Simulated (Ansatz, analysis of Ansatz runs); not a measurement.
# N3VH centre in diamond: local vibrational mode against experiment, part 2 of 2

Aim: the local vibrational mode of the N3VH centre in diamond, to be set beside the measurement. Set-up: HSE06, 64-site cell, PBE lattice, 420 eV, k: the zone centre alone, relaxed with the hybrid. The model is a cell of 64 host atoms with 1 site emptied, N put on another atom's site, N put on another atom's site, N put on another atom's site and H put in between. The frequencies come from force constants among the defect atom and its neighbours, with the masses of the isotopes named. Exact exchange opens the gap, stiffens bonds and lessens the self-interaction error, at many times the cost.

Ansatz 0.2.0; HSE06, 64-site cell, PBE lattice, 420 eV, k: the zone centre alone, relaxed with the hybrid.

So far. Step 2 (Relaxation, charge 0): Neighbours of the added atoms: H64: C48 1.06, N41 1.97, N4 1.97 Å.

## 3. Local vibrational modes

A local mode lives on the defect and the atoms next to it, so only the sites listed in the input are displaced, which costs far fewer SCF runs than the whole cell would.

This step: plane-wave PAW DFT, HSE06; finite-displacement force constants among the atoms nearest to a defect, the others at rest.

Input file modes/input.yaml:

```yaml
crystal:
  lattice:
    - [7.14316351, 0.0, 0.0]
    - [0.0, 7.14316351, 0.0]
    - [0.0, 0.0, 7.14316351]
  atoms:
    - { symbol: C, position: [-0.00137404, -0.001310806, 0.25047705] }
    - { symbol: C, position: [-0.00140175, 0.250134885, -0.0012537] }
    - { symbol: C, position: [0.250070278, -0.00133049, -0.001252577] }
    - { symbol: "N", position: [0.237610873, 0.237681996, 0.237427005] }
    - { symbol: C, position: [0.126019396, 0.126085518, 0.369290023] }
    - { symbol: C, position: [0.12544483, 0.369478474, 0.125521254] }
    - { symbol: C, position: [0.369407251, 0.125518346, 0.125523358] }
    - { symbol: C, position: [0.000593521, 0.000658129, 0.749641991] }
    - { symbol: C, position: [0.003108571, 0.25278717, 0.497511466] }
    - { symbol: C, position: [0.252720298, 0.003171432, 0.497514977] }
    - { symbol: C, position: [0.252719952, 0.252787569, 0.747125871] }
    - { symbol: C, position: [0.125443949, 0.125511141, 0.873151246] }
    - { symbol: C, position: [0.126018073, 0.381006655, 0.624216416] }
    - { symbol: C, position: [0.380938457, 0.126078179, 0.624222738] }
    - { symbol: C, position: [0.375043016, 0.375112593, 0.875132574] }
    - { symbol: C, position: [0.002584826, 0.497556383, 0.252743667] }
    - { symbol: C, position: [5.6854e-05, 0.749442714, 0.000860501] }
    - { symbol: C, position: [0.251187192, 0.498515372, 0.001732346] }
    - { symbol: C, position: [0.251189986, 0.74856964, 0.251785997] }
    - { symbol: C, position: [0.125447506, 0.624777619, 0.380817716] }
    - { symbol: C, position: [0.124519462, 0.873771766, 0.125791606] }
    - { symbol: C, position: [0.37664167, 0.626080804, 0.124218401] }
    - { symbol: C, position: [0.375045781, 0.875170762, 0.375186622] }
    - { symbol: C, position: [-0.00137523, 0.49982714, 0.751608417] }
    - { symbol: C, position: [-0.001398851, 0.751552908, 0.500162031] }
    - { symbol: "N", position: [0.237605652, 0.512867976, 0.512627163] }
    - { symbol: C, position: [0.250074227, 0.751554335, 0.751632037] }
    - { symbol: C, position: [0.124516654, 0.624512279, 0.876528711] }
    - { symbol: C, position: [0.125443192, 0.877147946, 0.624791463] }
    - { symbol: C, position: [0.369411089, 0.624775139, 0.624781572] }
    - { symbol: C, position: [0.374967067, 0.875088052, 0.875214975] }
    - { symbol: C, position: [0.497488614, 0.002660216, 0.252743115] }
[... 8 lines left out ...]
    - { symbol: "N", position: [0.512796645, 0.23766804, 0.512624821] }
[... 14 lines left out ...]
    - { symbol: C, position: [0.497487824, 0.497556441, 0.747644377] }
    - { symbol: C, position: [0.498446651, 0.748570211, 0.4990433] }
    - { symbol: C, position: [0.748497602, 0.498511795, 0.499042469] }
    - { symbol: C, position: [0.749375285, 0.749441414, 0.750178063] }
    - { symbol: C, position: [0.624413312, 0.624477643, 0.87388858] }
    - { symbol: C, position: [0.624445326, 0.873767807, 0.625716296] }
    - { symbol: C, position: [0.87370001, 0.624508875, 0.625715892] }
    - { symbol: C, position: [0.874850457, 0.874915271, 0.875385705] }
    - { symbol: H, position: [0.421918718, 0.421980859, 0.328323761] }
basis:
  ecutwfc: 420
  xc_grid: 2
hamiltonian:
  xc: hse06
kpoints:
  mp_grid: { grid: [1, 1, 1] }
scf:
  occupations: { method: fermi_dirac, width: 0.01 }
  max_iter: 120
output: {}
checkpoint:
  read: "../relax.run"
phonons:
  supercell: [1, 1, 1]
  displaced_sites: [47, 63]
```

Command:

```console
$ ansatz run input.yaml --threads 4 --pin off --max-ram 7536MiB --backend cpu --events-out ev --progress --plain --runs-dir out
```

Numbers of over 12 decimals in the logs are rounded to 6 here.

The program printed:

```text
[...]
Warning: the atoms were moved onto the symmetric positions of the space group found under crystal.symmetry.tolerance 1.0e-5 (fractional; [...]
Warning: basis.xc_grid 2: finite-displacement phonons take 3 at the least, and a number is run as typed, so the frequencies can be off [figures from the program's tests cut]. [...]
Warning: checkpoint.read: the run can stay near the saved state's solution: 57 site(s) moved relative to the saved geometry (max |Δs| = 7.184e-6 fractional); [...]
[...]
Crystal: 64 atoms, lattice volume = 364.478 Å³
Basis set: ecut = 420 eV, 7123 PW (Γ), exchange–correlation on 96×96×96 points (8 copies of the dense FFT grid, shifted against one another)
Bands: 192, of which v1, the nominal top of the filled ones, is band 128 counted from 1 (127 counted from 0)
Symmetry: 6 space group operations
k-points: 1
[...]
max |Σ_I F_I| component: 1.43e-5 eV/Å
--- Band table (eV) ---
[...]
--- Phonons: 4 displaced members + reference (amplitude 0.0025 Å, Σ member SCF iterations 52) ---
  symmetry images taken by strict's conditions (phonons.symmetry_images: auto; settled by no image being taken that strict refuses)
  force constants formed among 2 of 64 sites (C 47, H 63); the other 62 at rest. The modes move the named sites alone.
  the frequencies, the zero-point energy and the sums are of the block with the acoustic sum rule laid on its rows. Row sums over every site: 9.3e-5 eV/Å² at the most
  transpose residual: 2.6e-5 eV/Å²
  largest component of a force at the reference: 1.3e-3 eV/Å on a named site, 2.4e-3 eV/Å on a site at rest
  frequencies among the named sites at Γ of the cell (cm⁻¹): 873.40 983.06 983.06 1386.42 1386.42 3320.00
  unstable modes among the named sites: 0
  frequencies as built, with no sum rule (cm⁻¹): 873.40 983.06 983.06 1386.42 1386.42 3320.00
  zero-point energy: 0.553736 eV/cell   skipped modes (ω ≤ 0): 0
  not written: the harmonic force-constant file, the file of eigenvectors (these modes' are written with the force constants), the density of states and the dispersion, which are of every site
[key lines of the parts left out:]
Free energy (F): -16211.630246 eV
Fermi energy:    15.213244 eV
```

The job ended after 2.6 min (4 threads of Arm Neoverse V2, shared host; peak memory 1.1 GiB; 9.7 min of CPU time).

The column dr2 measures how far the density is from self-consistency, as an energy; F and HF (Harris–Foulkes) agree once it is small.

This step gave:

```yaml
free_energy: -16211.6302 eV
```

The modes with the largest weight on the probed atoms (the light atom of a pair), for the masses of each isotope. Modes of the displaced atoms (local only where they lie over the host's phonons):

```
isotopes  mode (cm⁻¹)  share of the defect atoms
       H         3320                      0.926
       H         1387                      0.838
       H         1387                      0.838
```

## 4. Results

| Quantity | Value |
| --- | --- |
| distance from the defect atom to its nearest neighbour | 1.064 Å |
| C-H stretch, 1H | 3320 cm⁻¹ |
| C-H bend, 1H | 1387 cm⁻¹ |
| time of the whole chain | 4.4 min on 4 threads |

In words: C-H stretch, 1H: computed 3320 cm⁻¹, measured 3107 cm⁻¹; 213 cm⁻¹ (7 %) above the measurement. C-H bend, 1H: computed 1387 cm⁻¹, measured 1405 cm⁻¹; 18 cm⁻¹ (1 %) below the measurement. The computed value is harmonic, while the measured line is the anharmonic fundamental, which for X–H stretches usually lies a few per cent lower. Only the named neighbours move, so modes near the host's band are approximate. Limits: the zone centre alone is a coarse sampling for this cell; the periodic copies of the defect are only 7.1 Å apart.

[Logs are printed without paths, hosts, clocks, repeated set-up lines and the standing remarks that a program may print on its own settings, such as how far it seeks lower states.]

[Hosts, paths, dates, database ids (printed as entryN), source tags and the programs' standing remarks are cut or masked in the printed files.]

[For some hosts the program warned that the k-mesh of the response run may be too coarse for force constants and the static dielectric constant; such warnings are not shown here.]
